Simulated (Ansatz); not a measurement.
**How many bands does the GW gap of K3SCl (antiperovskite) (Pm-3m) need?**

Aim: see how the G0W0 gap of K3SCl (antiperovskite) (Pm-3m) on PBE moves with empty bands and screening cutoff, and what each rung costs.

Method: G0W0 on PBE, plane waves, PAW, in Ansatz 0.2.0.

The structure was built from a prototype and need not be the compound's stable phase.

**1. The structure**

The structure is cubic, space group Pm-3m (No. 221). The conventional cell has a = 5.970 Å, b = 5.970 Å, c = 5.970 Å, α = 90.00°, β = 90.00°, γ = 90.00°. Nearest to Cl lie 12 K at 4.22 Å. S has 6 K at 2.98 Å nearest. Nearest to K lie 2 S at 2.98 Å. It derives from Cl1K3S1. Farther neighbours and most contacts between anions are not listed.

The structure was relaxed with PBE. The structure type comes from a generator and need not be one that this composition takes. The runs that relaxed it are not among those shown. The default PAW set here is soft_2. Its files were made with PBE.

**2. 104 empty bands, screening to 36 eV**

Now the one-shot GW correction: screening in the RPA, then the self-energy of the levels asked for.

Contents of input.yaml:

```yaml
crystal:
  lattice:
    - [5.9699615649, 0.0, 0.0]
    - [0.0, 5.9699615649, 0.0]
    - [0.0, 0.0, 5.9699615649]
  atoms:
    - { symbol: Cl, position: [0.0, 0.0, 0.0] }
    - { symbol: S, position: [0.5, 0.5, 0.5] }
    - { symbol: K, position: [0.5, 0.5, 0.0] }
    - { symbol: K, position: [0.5, 0.0, 0.5] }
    - { symbol: K, position: [0.0, 0.5, 0.5] }
kpoints:
  mp_grid: { grid: [2, 2, 2] }
hamiltonian:
  xc: pbe
scf:
  occupations: { method: fixed }
gw:
  n_empty_bands: 104
  ecut_chi: 36
  qp_bands: [v2, c2]
  qp_kpoints: band_edges
  screening: { model: contour_deformation }
```

The run is started by

```
$ ansatz run input.yaml --threads 4 --pin off --max-ram 17510MiB --backend cpu --events-out ev --progress --plain --runs-dir out
```

Numbers of over 12 decimals in the logs are rounded to 6 here.

Output:

```text
Engine: ansatz 0.2.0, aarch64-unknown-linux-gnu
Pseudopotentials: kind: paw
Pseudopotential: Cl, paw, valence charge 7, recommended cutoff 420 eV (normal), Cl.paw.azcp
Pseudopotential: S, paw, valence charge 6, recommended cutoff 420 eV (normal), S.paw.azcp
Pseudopotential: K, paw, valence charge 9, recommended cutoff 420 eV (normal), K.paw.azcp
Functional definition: PBE
  parameter kappa = 0.804
  parameter beta = 0.066725
  exchange = pbe_x(kappa = kappa, mu = beta*pi^2/3)
  correlation = pbe_c(beta = beta)
Crystal: 5 atoms, lattice volume = 212.772 Å³
Basis set: ecut = 420 eV, 4139 PW (Γ)
Bands: 25, of which v1, the nominal top of the filled ones, is band 20 counted from 1 (19 counted from 0)
Symmetry: 48 space group operations
Space group: Pm-3m (ITA 221), of the structure as read, at distance tolerance 6.0e-5 Å
k-points: 4 of 8
Non-local potential: Cl, projectors of the file, l = 0: 2, l = 1: 2, l = 2: 2
Non-local potential: S, projectors of the file, l = 0: 2, l = 1: 2, l = 2: 2
Non-local potential: K, projectors of the file, l = 0: 3, l = 1: 2, l = 2: 2
PAW form: soft (Blöchl's): semilocal exchange-correlation on the pseudo side does not see the compensation charge
PAW one-centre angular grid: Cl, 110 points (default); XC on 64 Gauss nodes
PAW one-centre angular grid: S, 110 points (default); XC on 64 Gauss nodes
PAW one-centre angular grid: K, 110 points (default); XC on 64 Gauss nodes
Initial density: superposition of atomic densities (neutral atoms: chi_scale 0, normalization atom), corrected by the library's trained network
Initial wavefunctions: pseudopotential atomic-orbital guess
Functional: x = pbe(κ = 0.804, μ = 0.219515), c = pbe(β = 0.066725)
SCF iter   1: F=—  HF=-6601.075980 eV  |F-HF|=—  |Δ(HF+E_count)|=         —  Δρ=1.67e-3  dr2=1.52e-2  ethr=1.77e-3  ⟨swp⟩=5.2  Hψ=415  notcnv=0  defer=6
preconditioner: auto → Resta (q_TF=auto, 2.065 Å⁻¹)  ε∞=2.3  [insulator: Δε(μ)=1.792 eV  Ē_g=13.222 eV  n_scr=26 (ndim 8)  ℏωp=14.8 eV  f_vac=0.218  ε∞_Penn≈2.3]
SCF iter   2: F=—  HF=-6601.070468 eV  |F-HF|=—  |Δ(HF+E_count)|=   5.51e-3  Δρ=5.85e-4  dr2=1.46e-3  ethr=3.80e-5  ⟨swp⟩=2.2  Hψ=211  notcnv=0  defer=9
SCF iter   3: F=—  HF=-6601.070407 eV  |F-HF|=—  |Δ(HF+E_count)|=   6.10e-5  Δρ=2.94e-4  dr2=4.89e-4  ethr=3.64e-6  ⟨swp⟩=2.0  Hψ=107  notcnv=0  defer=9
SCF iter   4: F=—  HF=-6601.070443 eV  |F-HF|=—  |Δ(HF+E_count)|=   3.57e-5  Δρ=6.61e-5  dr2=1.58e-5  ethr=1.22e-6  ⟨swp⟩=2.0  Hψ=152  notcnv=0  defer=9
SCF iter   5: F=—  HF=-6601.070449 eV  |F-HF|=—  |Δ(HF+E_count)|=   6.11e-6  Δρ=2.62e-5  dr2=1.84e-6  ethr=3.95e-8  ⟨swp⟩=2.0  Hψ=126  notcnv=0  defer=6
SCF iter   6: F=-6601.070450 eV  HF=-6601.070450 eV  |F-HF|=1.51e-7  |Δ(HF+E_count)|=   1.49e-6  Δρ=4.87e-6  dr2=8.31e-8  ethr=2.50e-10  ⟨swp⟩=6.8  Hψ=446  notcnv=0
SCF 1 converged in 6 iterations: F = -6601.070450 eV  dr2 = 8.31e-8
  greatest PAW one-centre occupation: 0.987 electrons in one spin orbital (limit 2), on the K atom at site 3 (counted from 0), in its partial waves of l = 0
NSCF: frozen V_eff on 4 k-points
G₀W₀ screening: q 1/4
[... further progress lines ...]
SCF converged after 6 iterations
Free energy (F): -6601.070450 eV
Harris-Foulkes:  -6601.070450 eV  (|F-HF|=1.51e-7)
Internal energy: -6601.070450 eV  (E = F + TS)
E sigma→0 (E₀):  -6601.070450 eV
Fermi energy:    1.400905 eV
--- Per-component energies (eV) ---
  E_band       = -420.464771
  E_kinetic    = 1030.935154
  E_local      = -2572.912328  (includes V_loc(G=0)·N_el)
  E_nonlocal   = 94.582454
  E_hartree    = 910.488616
  E_xc         = -611.034743
  E_vxc        = -705.685110  (∫ρ·V_xc dr)
  E_paw        = -3605.070585  (= ΣΔE_a)
  E_vpaw       = -88.366976  (= ΣTr[D̂ρ^β])
  E_aug_tail   = 0.000081  (compensation charges beyond the density's cutoff)
  E_ewald      = -1848.059100
  E_smearing   = -0.000000  (= −TS)
  E_closure    = -0.000000  (closes the sum)
  Σ components = -6601.070450   (vs F -6601.070450, Δ=0.00e0)
--- Band table (eV) ---
  k-point 0: bands = [... 16 lower, -0.4039, 1.4009, 1.4009, 1.4009, 3.1934, 5.5031, 5.5031, 6.2783, ... 1 higher]
  k-point 1: bands = [... 16 lower, -0.4042, 0.6736, 1.3208, 1.3208, 4.6209, 4.8245, 6.2952, 6.6138, ... 1 higher]
  k-point 2: bands = [... 16 lower, -0.4072, 0.7067, 0.7067, 1.2650, 5.2314, 5.7788, 5.9084, 5.9084, ... 1 higher]
  k-point 3: bands = [... 16 lower, -0.4684, 0.5920, 0.5920, 0.5920, 6.0715, 6.2479, 6.2479, 6.2479, ... 1 higher]
--- G₀W₀: contour deformation, 6 samples at zero and on the imaginary axis and 1 off it, 8 q-points, 104 empty bands' worth ---
  eigenvalues of the whole cell's RPA ε∞ on this k-mesh (on a slab, of 1 + 4πα/V) = 2.6746, 2.6746, 2.6746; static W/v taken at q = 0 is 0.373883
  bands read: the sum over 124 bands ends inside a degenerate multiplet in 3 slots, whose members it reads at an even weight; the widest, k=0: bands 123 to 125 (counted from 1) at 2/3 each
  gw.qp_kpoints: band_edges: 4 of 4 stored k-points solved, in 1 pass; an edge of the gap read off the rows below is read off those points alone
    ik  band        ε_KS         Σx   Σc(E_QP)       V_xc       Z   E_QP_lin       E_QP  E_QP is
     0    19      1.4009   -17.5797     2.5740   -14.1125  0.7421     0.4629     0.5078  root
     0    20      1.4009   -17.5797     2.5740   -14.1125  0.7421     0.4629     0.5078  root
     0    21      3.1934    -2.7640    -2.6924    -5.9568  0.8119     3.7038     3.6937  root
     0    22      5.5031    -2.2769    -2.8120    -5.8500  0.8069     6.2939     6.2642  root
     1    19      1.3208   -17.3288     2.5575   -13.8648  0.7416     0.3671     0.4143  root
     1    20      1.3208   -17.3288     2.5575   -13.8648  0.7416     0.3671     0.4143  root
     1    21      4.6209    -3.3595    -2.6927    -6.7040  0.7982     5.2893     5.2726  root
     1    22      4.8245    -4.1567    -2.7748    -7.6711  0.7971     5.5903     5.5642  root
     2    19      0.7067   -16.7391     2.6180   -13.1859  0.7317    -0.2851    -0.2285  root
     2    20      1.2650   -17.2092     2.5502   -13.7490  0.7411     0.3071     0.3551  root
     2    21      5.2314    -2.8472    -2.7275    -6.1555  0.8031     5.8278     5.8123  root
     2    22      5.7788    -2.9591    -2.9575    -6.6077  0.7997     6.4928     6.4698  root
     3    19      0.5920   -16.1888     2.5816   -12.6492  0.7304    -0.4289    -0.3659  root
     3    20      0.5920   -16.1888     2.5816   -12.6492  0.7304    -0.4289    -0.3659  root
     3    21      6.0715    -2.9984    -3.0734    -7.0969  0.7980     7.1627     7.0965  root
     3    22      6.2479    -3.6174    -3.0264    -7.6315  0.7892     7.2920     7.2355  root
```

Elapsed: 3.3 s, on 4 threads of Arm Neoverse V2, shared host; peak memory 0.57 GiB.

Numbers from this step:

```
bands summed                                 : 124
RPA ε∞ on this mesh (eigenvalues)            : 2.675, 2.675, 2.675
plane waves in the screening matrix          : 93
q-points in the mesh                         : 8
G0W0 gap on the mesh                         : 3.186 eV
k of the valence top                         : 0, 0, 0
k of the conduction bottom                   : 0, 0, 0
starting gap on the mesh                     : 1.793 eV
Z at the valence top                         : 0.7421
Z at the conduction bottom                   : 0.8119
least direct G0W0 gap on the computed points : 3.186 eV
```

The gap on the mesh goes from 1.79 eV to 3.19 eV, a correction of +1.39 eV. Between the two edge states, bare exchange in place of the xc potential would open the gap by 6.66 eV, and correlation takes back 5.27 eV.

**3. 295 empty bands, screening to 72 eV**

Another rung: the empty bands reach about as high as the screening cutoff, so the two stay in balance.

Edit input.yaml of step 2 so:

```diff
@@ -18,4 +18,4 @@
 gw:
-  n_empty_bands: 104
-  ecut_chi: 36
+  n_empty_bands: 295
+  ecut_chi: 72
   qp_bands: [v2, c2]
```

Output:

```text
[...]
Crystal: 5 atoms, lattice volume = 212.772 Å³
Basis set: ecut = 420 eV, 4139 PW (Γ)
Bands: 25, of which v1, the nominal top of the filled ones, is band 20 counted from 1 (19 counted from 0)
Symmetry: 48 space group operations
[...]
k-points: 4 of 8
[...]
SCF iter   1: F=—  HF=-6601.075980 eV  |F-HF|=—  |Δ(HF+E_count)|=         —  Δρ=1.67e-3  dr2=1.52e-2  ethr=1.77e-3  ⟨swp⟩=5.2  Hψ=415  notcnv=0  defer=6
[...]
SCF iter   6: F=-6601.070450 eV  HF=-6601.070450 eV  |F-HF|=1.51e-7  |Δ(HF+E_count)|=   1.49e-6  Δρ=4.87e-6  dr2=8.31e-8  ethr=2.50e-10  ⟨swp⟩=6.8  Hψ=446  notcnv=0
SCF 1 converged in 6 iterations: F = -6601.070450 eV  dr2 = 8.31e-8
[...]
NSCF: frozen V_eff on 4 k-points
G₀W₀ screening: q 1/4
[... further progress lines ...]
SCF converged after 6 iterations
Free energy (F): -6601.070450 eV
[...]
Internal energy: -6601.070450 eV  (E = F + TS)
E sigma→0 (E₀):  -6601.070450 eV
Fermi energy:    1.400905 eV
[...]
--- Band table (eV) ---
  k-point 0: bands = [... 16 lower, -0.4039, 1.4009, 1.4009, 1.4009, 3.1934, 5.5031, 5.5031, 6.2783, ... 1 higher]
  k-point 1: bands = [... 16 lower, -0.4042, 0.6736, 1.3208, 1.3208, 4.6209, 4.8245, 6.2952, 6.6138, ... 1 higher]
  k-point 2: bands = [... 16 lower, -0.4072, 0.7067, 0.7067, 1.2650, 5.2314, 5.7788, 5.9084, 5.9084, ... 1 higher]
  k-point 3: bands = [... 16 lower, -0.4684, 0.5920, 0.5920, 0.5920, 6.0715, 6.2479, 6.2479, 6.2479, ... 1 higher]
[...]
`?` marks the rows in doubt; gw_qp.tsv's column doubts and the gw_qp event give each row's grounds
[...]
0    19      1.4009   -17.5797     2.3388   -14.1125  0.7337     0.1877     0.2726  root
     0    20      1.4009   -17.5797     2.3388   -14.1125  0.7337     0.1877     0.2726  root
     0    21      3.1934    -2.7640    -2.7381    -5.9568  0.8110     3.6561     3.6480  root
     0    22      5.5031    -2.2769    -2.9000    -5.8500  0.8061     6.1980     6.1762  root
     1    19      1.3208   -17.3288     2.3284   -13.8648  0.7335     0.0975     0.1851  root
     1    20      1.3208   -17.3288     2.3284   -13.8648  0.7335     0.0975     0.1851  root
     1    21      4.6209    -3.3595    -2.7769    -6.7040  0.7966     5.1997     5.1883  root
     1    22      4.8245    -4.1567    -2.8719    -7.6711  0.7954     5.4852     5.4670  root
     2    19      0.7067   -16.7391     2.4127   -13.1859  0.7240    -0.5333    -0.4339  root
     2    20      1.2650   -17.2092     2.3238   -13.7490  0.7331     0.0402     0.1286  root
     2    21      5.2314    -2.8472    -2.7908    -6.1555  0.8018     5.7607     5.7489  root
     2    22      5.7788    -2.9591    -3.0376    -6.6077  0.7991     6.4078     6.3897  root
     3    19      0.5920   -16.1888     2.3828   -12.6492  0.7230    -0.6677    -0.5647  root ?
     3    20      0.5920   -16.1888     2.3828   -12.6492  0.7230    -0.6677    -0.5647  root ?
     3    21      6.0715    -2.9984    -3.1708    -7.0969  0.7967     7.0535     6.9991  root
     3    22      6.2479    -3.6174    -3.1472    -7.6315  0.7880     7.1539     7.1148  root
```

Elapsed: 11 s, on 4 threads; peak memory 1.3 GiB.

This step gave:

```yaml
bands_summed: 315
rpa_eps_infinity_on_this_mesh_eigenvalues: 2.643, 2.643, 2.643
plane_waves_in_the_screening_matrix: 305
q_points_in_the_mesh: 8
g0w0_gap_on_the_mesh: 3.375 eV
k_of_the_valence_top: 0, 0, 0
k_of_the_conduction_bottom: 0, 0, 0
starting_gap_on_the_mesh: 1.793 eV
z_at_the_valence_top: 0.7337
z_at_the_conduction_bottom: 0.8110
least_direct_g0w0_gap_on_the_computed_points: 3.375 eV
```

Against the run with 2×2×2 mesh, 104 empty bands, screening to 36 eV, the gap moves by +0.19 eV.

**4. 635 empty bands, screening to 120 eV**

Edit input.yaml of step 3 so:

```diff
@@ -18,4 +18,4 @@
 gw:
-  n_empty_bands: 295
-  ecut_chi: 72
+  n_empty_bands: 635
+  ecut_chi: 120.0
   qp_bands: [v2, c2]
```

Output:

```text
[...]
Crystal: 5 atoms, lattice volume = 212.772 Å³
Basis set: ecut = 420 eV, 4139 PW (Γ)
Bands: 25, of which v1, the nominal top of the filled ones, is band 20 counted from 1 (19 counted from 0)
Symmetry: 48 space group operations
[...]
k-points: 4 of 8
[...]
2    22      5.7788    -2.9591    -3.0724    -6.6077  0.7986     6.3705     6.3549  root
     3    19      0.5920   -16.1888     2.2519   -12.6492  0.7207    -0.8353    -0.6957  root ?
     3    20      0.5920   -16.1888     2.2519   -12.6492  0.7207    -0.8353    -0.6957  root ?
     3    21      6.0715    -2.9984    -3.2211    -7.0969  0.7961     6.9948     6.9488  root
     3    22      6.2479    -3.6174    -3.2103    -7.6315  0.7873     7.0844     7.0517  root
[key lines of the parts left out:]
SCF converged after 6 iterations
Free energy (F): -6601.070450 eV
Fermi energy:    1.400905 eV
```

It took 51 s on 4 threads; peak memory 3.2 GiB.

Numbers from this step:

```
bands summed                                 : 655
RPA ε∞ on this mesh (eigenvalues)            : 2.641, 2.641, 2.641
plane waves in the screening matrix          : 619
G0W0 gap on the mesh                         : 3.513 eV
k of the valence top                         : 0, 0, 0
k of the conduction bottom                   : 0, 0, 0
starting gap on the mesh                     : 1.793 eV
least direct G0W0 gap on the computed points : 3.513 eV
```

Against the run with 2×2×2 mesh, 295 empty bands, screening to 72 eV, the gap moves by +0.14 eV.

**5. Changing the frequency model: 2×2×2 mesh, 635 empty bands, screening to 120 eV, plasmon pole**

A plasmon pole stands in for the full frequency dependence of the screening; this run shows what that costs in accuracy.

Edit input.yaml of step 4 so:

```diff
@@ -22,2 +22,2 @@
   qp_kpoints: band_edges
-  screening: { model: contour_deformation }
+  screening: { model: godby_needs }
```

Output:

```text
[...]
Crystal: 5 atoms, lattice volume = 212.772 Å³
Basis set: ecut = 420 eV, 4139 PW (Γ)
Bands: 25, of which v1, the nominal top of the filled ones, is band 20 counted from 1 (19 counted from 0)
Symmetry: 48 space group operations
[...]
k-points: 4 of 8
[...]
1    22      4.8245    -4.1567    -2.8712    -7.6711  0.8381     5.4722     5.4677  root
[...]
3    19      0.5920   -16.1888     2.0867   -12.6492  0.7719    -0.8842    -0.8609  root
     3    20      0.5920   -16.1888     2.0867   -12.6492  0.7719    -0.8842    -0.8609  root
     3    21      6.0715    -2.9984    -3.1192    -7.0969  0.8421     7.0601     7.0507  root
     3    22      6.2479    -3.6174    -3.1050    -7.6315  0.8357     7.1648     7.1570  root
[key lines of the parts left out:]
SCF converged after 6 iterations
Free energy (F): -6601.070450 eV
Fermi energy:    1.400905 eV
```

It took 61 s on 4 threads; peak memory 3.1 GiB.

Numbers from this step:

- bands summed: 655
- plasmon-pole fit frequency: 16.10 eV
- RPA ε∞ on this mesh (eigenvalues): 2.641, 2.641, 2.641
- plane waves in the screening matrix: 619
- G0W0 gap on the mesh: 3.650 eV
- k of the valence top: 0, 0, 0
- k of the conduction bottom: 0, 0, 0
- starting gap on the mesh: 1.793 eV
- least direct G0W0 gap on the computed points: 3.650 eV

Against the run with 2×2×2 mesh, 635 empty bands, screening to 120 eV, the gap moves by +0.14 eV.

**6. Changing the files and raising the bands: 2×2×2 mesh, 941 empty bands, screening to 156 eV, hard PAW files**

Other atomic data (hard PAW) test the pseudisation: the cutoff goes from 420 to 660 eV, with the same valence electrons. Bands and screening cutoff change too, so the step is no clean test of the files.

Edit input.yaml of step 5 so:

```diff
@@ -15,2 +15,3 @@
   xc: pbe
+  pseudopotentials: { kind: paw, source: ansatz }
 scf:
@@ -18,6 +19,6 @@
 gw:
-  n_empty_bands: 635
-  ecut_chi: 120.0
+  n_empty_bands: 941
+  ecut_chi: 156.0
   qp_bands: [v2, c2]
   qp_kpoints: band_edges
-  screening: { model: godby_needs }
+  screening: { model: contour_deformation }
```

Output:

```text
[...]
Crystal: 5 atoms, lattice volume = 212.772 Å³
Basis set: ecut = 660 eV, 8217 PW (Γ)
Bands: 25, of which v1, the nominal top of the filled ones, is band 20 counted from 1 (19 counted from 0)
Symmetry: 48 space group operations
[...]
k-points: 4 of 8
[...]
2    22      5.7796    -2.9591    -3.0993    -6.6071  0.7983     6.3422     6.3283  root
     3    19      0.5922   -16.1898     2.2035   -12.6503  0.7202    -0.9096    -0.7438  root ?
     3    20      0.5922   -16.1898     2.2035   -12.6503  0.7202    -0.9096    -0.7438  root ?
     3    21      6.0734    -2.9990    -3.2682    -7.0974  0.7957     6.9431     6.9036  root
     3    22      6.2491    -3.6173    -3.2585    -7.6313  0.7874     7.0340     7.0047  root
[key lines of the parts left out:]
SCF converged after 10 iterations
Free energy (F): -6600.263137 eV
Fermi energy:    1.400707 eV
```

Wall time 2.9 min (4 threads); peak memory 7.3 GiB; 11 min of CPU time.

This step gave:

```yaml
bands_summed: 961
rpa_eps_infinity_on_this_mesh_eigenvalues: 2.639, 2.639, 2.639
plane_waves_in_the_screening_matrix: 925
g0w0_gap_on_the_mesh: 3.552 eV
k_of_the_valence_top: 0, 0, 0
k_of_the_conduction_bottom: 0, 0, 0
starting_gap_on_the_mesh: 1.793 eV
least_direct_g0w0_gap_on_the_computed_points: 3.552 eV
```

Against the run with 2×2×2 mesh, 635 empty bands, screening to 120 eV, the gap moves by +0.04 eV.

**7. Convergence and cost**

Times are wall times on 4 threads of Arm Neoverse V2, shared host, good to a factor of about two.

| mesh | files | frequency | bands summed | cutoff (eV) | start (eV) | G0W0 (eV) | time | host memory (GiB) |
| --- | --- | --- | --- | --- | --- | --- | --- | --- |
| 2×2×2 | default PAW | contour deformation | 124 | 36 | 1.793 | 3.186 | 3.3 s | 0.57 |
| 2×2×2 | default PAW | contour deformation | 315 | 72 | 1.793 | 3.375 | 11 s | 1.3 |
| 2×2×2 | default PAW | contour deformation | 655 | 120 | 1.793 | 3.513 | 51 s | 3.2 |
| 2×2×2 | default PAW | plasmon pole | 655 | 120 | 1.793 | 3.650 | 61 s | 3.1 |
| 2×2×2 | hard PAW | contour deformation | 961 | 156 | 1.793 | 3.552 | 2.9 min | 7.3 |

The parts of the quasiparticle energy at the two band edges (eV; QP = start + Σx + Σc − Vxc):

| run | edge | start | Σx | Σc | Vxc | Z | QP |
| --- | --- | --- | --- | --- | --- | --- | --- |
| 124 bands | valence top | 1.40 | -17.58 | 2.57 | -14.11 | 0.74 | 0.51 |
| 124 bands | conduction bottom | 3.19 | -2.76 | -2.69 | -5.96 | 0.81 | 3.69 |
| 315 bands | valence top | 1.40 | -17.58 | 2.34 | -14.11 | 0.73 | 0.27 |
| 315 bands | conduction bottom | 3.19 | -2.76 | -2.74 | -5.96 | 0.81 | 3.65 |
| 655 bands | valence top | 1.40 | -17.58 | 2.18 | -14.11 | 0.73 | 0.11 |
| 655 bands | conduction bottom | 3.19 | -2.76 | -2.76 | -5.96 | 0.81 | 3.62 |

**8. Outcome**

* 124 bands, 36 eV: 3.186 eV
* 315 bands, 72 eV: 3.375 eV
* 655 bands, 120 eV: 3.513 eV
* mesh and start: 2×2×2, PBE

From 124 to 655 bands the gap moves by +0.33 eV while the time grows 15-fold. Σc changes by −0.40 eV at the valence top and −0.07 eV at the conduction bottom, so the valence edge carries most of the change. The plasmon-pole model gives +0.14 eV against contour deformation, 8 % of the correction, and saved no time in this program. With hard PAW files and 961 bands the gap is 3.55 eV. The 2×2×2 mesh is coarse for this cell (its supercell is 12 Å along the shortest edge). The RPA ε∞ on it, from the PBE start, is 2.64; such meshes misread the long-range screening, most where the gap is narrow. The program marks a band-edge row as in doubt, so the gap is less sure than its digits.

[Paths, hosts, dates, memory and timing lines, banners, echoed tables and standing remarks are left out of the program output.]

[Logs are printed without paths, hosts, clocks, repeated set-up lines and the standing remarks that a program may print on its own settings, such as how far it seeks lower states.]

[Runs of the session that timed out or met a known fault of the program may be left out.]

[Cells called generated may have been cut or substituted from an entry of the Crystallography Open Database or the Materials Project.]

[Hosts, paths, dates, database ids (printed as entryN), source tags and the programs' standing remarks are cut or masked in the printed files.]
